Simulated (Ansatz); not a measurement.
# Decaying states in the gap of Li3OF, part 3 of 3

A new crystal, Li3OF: structure, gap and complex bands. It is built by putting F for Cl in the Li3ClO structure of space group Pm-3m, with the volume rescaled by atomic radii. The parent structure comes from the Materials Project.

Ansatz 0.2.0; LDA DFT, plane waves, PAW files (the session's first sound run).

So far, gap on path (eV): step 3 (band edges) 5.01.

The structure was built from a prototype and need not be the compound's stable phase.

### Step 6. Band edges at another level, cutoff 1142.88 eV

This step: LDA DFT, plane waves, norm-conserving files (Ansatz 0.2.0).

The edges again with norm-conserving files, at the same atoms. Against that run the cutoff is 1143 eV against 420.

Contents of input.yaml:

```yaml
crystal:
  lattice:
    - [3.5798113695, 0.0, 0.0]
    - [0.0, 3.5798113695, 0.0]
    - [0.0, 0.0, 3.5798113695]
  atoms:
    - { symbol: Li, position: [0.0, 0.5, 0.5] }
    - { symbol: Li, position: [0.5, 0.0, 0.5] }
    - { symbol: Li, position: [0.5, 0.5, 0.0] }
    - { symbol: F, position: [0.0, 0.0, 0.0] }
    - { symbol: O, position: [0.5, 0.5, 0.5] }
kpoints:
  mp_grid: { grid: [6, 6, 6] }
  band_path: { path: [VBM, CBM], npoints: 30 }
scf:
  occupations: { method: fixed }
hamiltonian:
  xc: lda
  pseudopotentials: { kind: nc }
output:
  eigenvalues: true
```

On the command line:

```console
$ ansatz run input.yaml --threads 2 --pin off --max-ram 4096MiB --backend cpu --events-out ev --progress --plain --runs-dir out
```

The log of the run:

```text
[...]
Crystal: 5 atoms, lattice volume = 45.875 Å³
Basis set: ecut = 1142.878222 eV, 3959 PW (Γ)
Bands: 16, of which v1, the nominal top of the filled ones, is band 11 counted from 1 (10 counted from 0)
Symmetry: 48 space group operations
[...]
k-points: 20 of 216
[...]
SCF iter   1: F=—  HF=-1711.905060 eV  |F-HF|=—  |Δ(HF+E_count)|=         —  Δρ=2.31e-1  dr2=2.63e1  ethr=3.10e-3  ⟨swp⟩=4.0  Hψ=1426  notcnv=0  defer=51
[...]
SCF iter   9: F=-1705.262080 eV  HF=-1705.262080 eV  |F-HF|=9.60e-10  |Δ(HF+E_count)|=   8.86e-8  Δρ=3.79e-6  dr2=1.80e-9  ethr=4.55e-10  ⟨swp⟩=9.2  Hψ=1498  notcnv=0
SCF 1 converged in 9 iterations: F = -1705.262080 eV  dr2 = 1.80e-9
[...]
SCF converged after 9 iterations
Free energy (F): -1705.262080 eV
[...]
Internal energy: -1705.262080 eV  (E = F + TS)
E sigma→0 (E₀):  -1705.262080 eV
Fermi energy:    1.365536 eV
[...]
--- Band table (eV; the first three rows and the last of 20) ---
  k-point 0: bands = [... 7 lower, -1.2973, 0.5986, 0.5986, 0.5986, 6.3939, 12.9801, 12.9801, 14.1412, ... 1 higher]
  k-point 1: bands = [... 7 lower, -1.1961, 0.4930, 0.5322, 0.5322, 6.8191, 12.1678, 12.5946, 14.0021, ... 1 higher]
  k-point 2: bands = [... 7 lower, -0.9543, 0.3553, 0.3594, 0.3594, 7.8263, 11.1505, 12.0032, 13.6432, ... 1 higher]
  k-point 19: bands = [... 7 lower, -1.4907, 1.0265, 1.0265, 1.0265, 9.0231, 9.0231, 9.0231, 15.0774, ... 1 higher]
```

Run time: 5 s. Hardware: 2 threads of Arm Neoverse V2, shared host; peak memory 0.32 GiB; 9.7 s of CPU time.

This step gave:

* free energy: -1705.2621 eV
* Fermi energy: 1.366 eV
* gap on the k-mesh: 5.028 eV
* gap on path: 5.028 eV, by band count; negative where bands overlap
* direct gap on path: 5.523 eV

Electronic bands along the path, in eV, zero at the Fermi level (highest filled level under fixed occupations); v1 is the highest filled band, c1 the lowest empty one:

| point | v4 | v3 | v2 | v1 | c1 |
| --- | --- | --- | --- | --- | --- |
| VBM | -2.06 | -0.92 | 0.00 | 0.00 | 5.52 |
| halfway | -2.29 | -1.06 | -0.96 | -0.40 | 6.25 |
| CBM | -2.66 | -0.77 | -0.77 | -0.77 | 5.03 |

The electronic bands as a text plot (rows in eV; labels by their first letter):

```
    6.1 |            +++++++++++++++++++++++
    5.7 | +++++++++++                       +++++++
    5.3 |+                                         +++++++
    4.9 |                                                 +++++++
    4.5 |
    4.1 |
    3.7 |
    3.4 |
    3.0 |
    2.6 |
    2.2 |
    1.8 |
    1.4 |
    1.0 |
    0.6 |
    0.2 |
   -0.2 |***************************
   -0.6 |              *******      *****************************
   -1.0 |*****************************************************
   -1.4 |
   -1.8 |
   -2.2 |*******************************
   -2.6 |                    ************************************
   -3.0 |****************************************
         V                                                      C
```

The searched edges give 5.03 eV, as on the mesh.

### Step 7. Complex bands at another level, cutoff 1142.88 eV

This step: LDA DFT, plane waves, norm-conserving files; complex bands by layer matching along the plane's normal (Ansatz 0.2.0).

The complex bands at that level, over its own gap, at (0, 0) and (-0.5, -0.5).

Contents of input.yaml:

```yaml
crystal:
  lattice:
    - [5.062617789, 0.0, 0.0]
    - [2.531308895, 4.384355615, 0.0]
    - [2.531308895, 1.461451872, 2.066805058]
  atoms:
    - { symbol: Li, position: [0.5, 0.5, 0.0] }
    - { symbol: Li, position: [0.0, 0.5, 0.0] }
    - { symbol: Li, position: [0.5, 0.0, 0.0] }
    - { symbol: F, position: [0.0, 0.0, 0.0] }
    - { symbol: O, position: [0.5, 0.5, 0.5] }
kpoints:
  mp_grid: { grid: [12, 12, 12] }
scf:
  occupations: { method: fixed }
hamiltonian:
  xc: lda
  pseudopotentials: { kind: nc }
output:
  eigenvalues: true
  transmission:
    leads: [[0, 0]]
    kpoints: [[0.0, 0.0], [-0.5, -0.5]]
    e_range: [-1.0, 6.03]
    de: 0.18
```

The log of the run:

```text
[...]
Crystal: 5 atoms, lattice volume = 45.875 Å³
Basis set: ecut = 1142.878222 eV, 3959 PW (Γ), FFT grids on a1−a3, a2−a3, a3
Bands: 16, of which v1, the nominal top of the filled ones, is band 11 counted from 1 (10 counted from 0)
Symmetry: 48 space group operations
[...]
k-points: 84 of 1728
[...]
SCF iter   1: F=—  HF=-1711.905642 eV  |F-HF|=—  |Δ(HF+E_count)|=         —  Δρ=2.31e-1  dr2=2.63e1  ethr=3.10e-3  ⟨swp⟩=4.1  Hψ=6016  notcnv=0  defer=210
[...]
SCF iter   9: F=-1705.262084 eV  HF=-1705.262084 eV  |F-HF|=3.52e-11  |Δ(HF+E_count)|=   1.94e-8  Δρ=2.47e-6  dr2=3.24e-10  ethr=4.55e-10  ⟨swp⟩=8.9  Hψ=6137  notcnv=0
SCF 1 converged in 9 iterations: F = -1705.262084 eV  dr2 = 3.24e-10
transmission: 5 of 10 steps passed
transmission: 10 of 10 steps passed
SCF converged after 9 iterations
Free energy (F): -1705.262084 eV
[...]
Internal energy: -1705.262084 eV  (E = F + TS)
E sigma→0 (E₀):  -1705.262084 eV
Fermi energy:    1.365560 eV
[...]
--- Band table (eV; the first three rows and the last of 84) ---
  k-point 0: bands = [... 7 lower, -1.2973, 0.5987, 0.5987, 0.5987, 6.3939, 12.9801, 12.9801, 14.1412, ... 1 higher]
  k-point 1: bands = [... 7 lower, -1.1324, 0.3792, 0.6276, 0.6276, 6.7053, 12.4267, 12.4267, 13.7695, ... 1 higher]
  k-point 2: bands = [... 7 lower, -0.9382, 0.1771, 0.7065, 0.7065, 7.3909, 11.4325, 11.4325, 12.9587, ... 1 higher]
  k-point 83: bands = [... 7 lower, -0.7459, 0.3393, 0.8463, 0.9116, 7.8019, 10.7633, 10.9505, 13.0884, ... 1 higher]
--- Transmission ---
  basis      : 517 plane waves across, 5 finite elements along
  points     : 2, as listed
[...]
crystal 0  : Li3F1O1, at the sites [0, 0], period 2.0668 Å: whole cells are its period
[...]
channels       : 0.000000e0 a spin
[...]
slowest decay  : 0.4815 /Å at (-0.5000, -0.5000)
```

The job ended after 2.7 min (2 threads; peak memory 1.6 GiB).

This step gave:

```yaml
level_to_which_the_leads_are_filled: 2.514 eV from the Fermi level
decay_constant_at_the_filling_level_zone_centre: 0.4919 Å⁻¹
decay_constant_at_the_filling_level_slowest_listed_point: 0.4815 Å⁻¹
```

K parallel (0, 0); values up to 1.5 1/Å, a degenerate pair printed once or twice; energies at which all values exceed this have no row. Im kz of the slowest decaying states against energy, zero at the highest filled level on the SCF mesh:

| energy (eV) | decay 1 (Å⁻¹) | decay 2 (Å⁻¹) | decay 3 (Å⁻¹) | decay 4 (Å⁻¹) |
| --- | --- | --- | --- | --- |
| -1.00 | 0.418 | 0.658 | 1.18 | 1.35 |
| -0.64 | 0.171 | 0.332 | 1.18 | 1.37 |
| -0.46 | 0.239 | 0.255 | 1.18 | 1.37 |
| -0.10 | 0.223 | 0.349 | 0.665 | 1.18 |
| 0.08 | 0.304 | 0.381 | 0.833 | 1.18 |
| 0.44 | 0.394 | 0.428 | 1.03 | 1.19 |
| 0.62 | 0.424 | 0.445 | 1.10 | 1.19 |
| 0.98 | 0.470 | 0.471 | 1.20 | 1.20 |
| 1.16 | 0.481 | 0.488 | 1.20 | 1.24 |
| 1.52 | 0.494 | 0.516 | 1.20 | 1.30 |
| 1.88 | 0.500 | 0.536 | 1.20 | 1.35 |
| 2.06 | 0.500 | 0.544 | 1.20 | 1.34 |
| 2.42 | 0.496 | 0.557 | 1.20 | 1.33 |
| 2.60 | 0.492 | 0.561 | 1.20 | 1.33 |
| 2.96 | 0.478 | 0.568 | 1.19 | 1.31 |
| 3.14 | 0.468 | 0.569 | 1.19 | 1.31 |
| 3.50 | 0.441 | 0.570 | 1.18 | 1.29 |
| 3.86 | 0.404 | 0.568 | 1.17 | 1.28 |
| 4.04 | 0.380 | 0.566 | 1.17 | 1.27 |
| 4.40 | 0.317 | 0.558 | 1.15 | 1.25 |
| 4.58 | 0.274 | 0.553 | 1.15 | 1.24 |
| 4.94 | 0.128 | 0.541 | 1.13 | 1.23 |
| 5.12 | 0.533 | 1.12 | 1.22 | 1.50 |
| 5.48 | 0.514 | 1.10 | 1.20 | 1.49 |
| 5.66 | 0.503 | 1.09 | 1.19 | 1.49 |
| 6.02 | 0.475 | 1.07 | 1.17 | 1.47 |

K parallel (-0.5, -0.5); values up to 1.5 1/Å, a degenerate pair printed once or twice; energies at which all values exceed this have no row. Im kz of the slowest decaying states against energy, zero at the highest filled level on the SCF mesh:

| energy (eV) | decay 1 (Å⁻¹) | decay 2 (Å⁻¹) | decay 3 (Å⁻¹) | decay 4 (Å⁻¹) |
| --- | --- | --- | --- | --- |
| -1.00 | 0.353 | 0.943 | 1.04 | - |
| -0.64 | 0.0277 | 0.858 | 0.963 | 0.996 |
| -0.46 | 0.0353 | 0.913 | 1.01 | 1.02 |
| -0.10 | 0.297 | 0.961 | 1.08 | 1.09 |
| 0.08 | 0.148 | 0.254 | 0.348 | 0.974 |
| 0.44 | 0.311 | 0.417 | 0.561 | 0.992 |
| 0.62 | 0.352 | 0.441 | 0.649 | 0.998 |
| 0.98 | 0.408 | 0.480 | 0.777 | 1.00 |
| 1.16 | 0.427 | 0.494 | 0.826 | 1.01 |
| 1.52 | 0.455 | 0.518 | 0.905 | 1.01 |
| 1.88 | 0.471 | 0.534 | 0.967 | 1.00 |
| 2.06 | 0.477 | 0.540 | 0.992 | 1.00 |
| 2.42 | 0.482 | 0.548 | 0.995 | 1.04 |
| 2.60 | 0.482 | 0.550 | 0.992 | 1.05 |
| 2.96 | 0.476 | 0.551 | 0.983 | 1.08 |
| 3.14 | 0.471 | 0.550 | 0.979 | 1.10 |
| 3.50 | 0.455 | 0.545 | 0.969 | 1.12 |
| 3.86 | 0.432 | 0.535 | 0.958 | 1.14 |
| 4.04 | 0.417 | 0.528 | 0.953 | 1.14 |
| 4.40 | 0.379 | 0.511 | 0.941 | 1.11 |
| 4.58 | 0.354 | 0.500 | 0.936 | 1.09 |
| 4.94 | 0.291 | 0.474 | 0.924 | 1.06 |
| 5.12 | 0.247 | 0.458 | 0.919 | 1.04 |
| 5.48 | 0.0848 | 0.417 | 0.907 | 1.00 |
| 5.66 | 0.392 | 0.902 | 0.984 | 1.17 |
| 6.02 | 0.324 | 0.891 | 0.941 | 1.16 |

At the listed wavevectors the last open channel is at -0.10 eV and the next at +5.12 eV on the grid. At +2.60 eV, the grid energy nearest the filling level (the middle of the gap on the SCF mesh), the slowest state at the listed wavevectors decays with κ = 0.481 Å⁻¹, its amplitude falling by e over 2.1 Å; the first such run, plane (111), gave 0.480 Å⁻¹ over as many of its listed wavevectors.

### Step 8. Outcome

| Quantity | Value |
| --- | --- |
| band gap | 5.01 eV |
| least decay constant at mid-gap, normal to (111) | 0.480 Å⁻¹ |
| least decay constant on a mesh, normal to (111) | 0.480 Å⁻¹ |
| least decay constant, norm-conserving files | 0.481 Å⁻¹ |

In words: With LDA, the slowest decay at the wavevectors tried is κ = 0.480 Å⁻¹, normal to (111). Through such a film the transmission near mid-gap falls as exp(−2κd), a factor of ten every 2.4 Å. A free electron under a barrier of half the gap would need a mass of 0.35 mₑ to decay at this rate. With norm-conserving files the gap goes from 5.01 to 5.03 eV and the decay constant, over the first 2 listed wavevectors, from 0.480 to 0.481 Å⁻¹. The compound is made up by substitution; its stability against other phases and against distortions of the cell's symmetry was not tested. A semilocal functional narrows gaps, so real decay constants are likely larger.

[Logs are printed without paths, hosts, clocks, repeated set-up lines and the standing remarks that a program may print on its own settings, such as how far it seeks lower states.]

[Hosts, paths, dates, database ids (printed as entryN), source tags and the programs' standing remarks are cut or masked in the printed files.]
